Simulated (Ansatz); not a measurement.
An input for Ansatz 0.2.0 (SrWO4 (I4_1/a)):

```yaml
crystal:
  lattice:
    - [-2.7201121709, 2.7201121709, 5.9699255756]
    - [2.7201121709, -2.7201121709, 5.9699255756]
    - [2.7201121709, 2.7201121709, -5.9699255756]
  atoms:
    - { symbol: Sr, position: [0.75, 0.25, 0.5] }
    - { symbol: Sr, position: [0.0, 0.0, 0.0] }
    - { symbol: W, position: [0.25, 0.75, 0.5] }
    - { symbol: W, position: [0.5, 0.5, 0.0] }
    - { symbol: O, position: [0.44084291, 0.81857378, 0.09339807] }
    - { symbol: O, position: [0.56857378, 0.97517571, 0.87773087] }
    - { symbol: O, position: [0.09744484, 0.69084291, 0.12226913] }
    - { symbol: O, position: [0.72517571, 0.34744484, 0.90660193] }
    - { symbol: O, position: [0.02482429, 0.90255516, 0.59339807] }
    - { symbol: O, position: [0.65255516, 0.55915709, 0.37773087] }
    - { symbol: O, position: [0.18142622, 0.27482429, 0.62226913] }
    - { symbol: O, position: [0.30915709, 0.43142622, 0.40660193] }
kpoints:
  mp_grid: { grid: [4, 4, 4] }
  band_path:
    path:
      - [0.0, 0.0, 0.0]
      - [0.0, 0.0, 0.5]
      - [0.25, 0.25, 0.25]
      - [0.0, 0.5, 0.0]
      - [0.5, 0.5, -0.5]
      - [0.30190101, 0.69809899, -0.30190101]
      - [-0.30190101, 0.30190101, 0.30190101]
      - [-0.10380202, 0.10380202, 0.5]
    npoints: 1
hamiltonian:
  xc: hf
scf:
  occupations: { method: fixed }
  n_extra_bands: 8
output:
  eigenvalues: true
```

```sh
ansatz run input.yaml --threads 3 --pin off --max-ram 92160MiB --backend cuda --events-out ev --progress --plain --runs-dir out --devices 1 --max-vram 13GiB
```

Question: How long will it take on 1 × NVIDIA H100 80GB HBM3 (shared by 6 runs) with 3 threads of AMD EPYC 7R13 (Zen 3), shared host, and how much memory?

It took 70 s; on shared hardware allow 35 s to 2.3 min. Peak host memory was 1.9 GiB. The sizes that set the cost: 3435 plane waves a state, 14 irreducible k points and 24 SCF cycles.

Exact exchange couples every pair of k points and filled bands, so it costs far more than a semilocal run.

[Paths, hosts, dates, memory and timing lines, banners, echoed tables and standing remarks are left out of the program output.]

[Logs are printed without paths, hosts, clocks, repeated set-up lines and the standing remarks that a program may print on its own settings, such as how far it seeks lower states.]

[Runs of the session that timed out or met a known fault of the program may be left out.]

[Cells called generated may have been cut or substituted from an entry of the Crystallography Open Database or the Materials Project.]

[Hosts, paths, dates, database ids (printed as entryN), source tags and the programs' standing remarks are cut or masked in the printed files.]
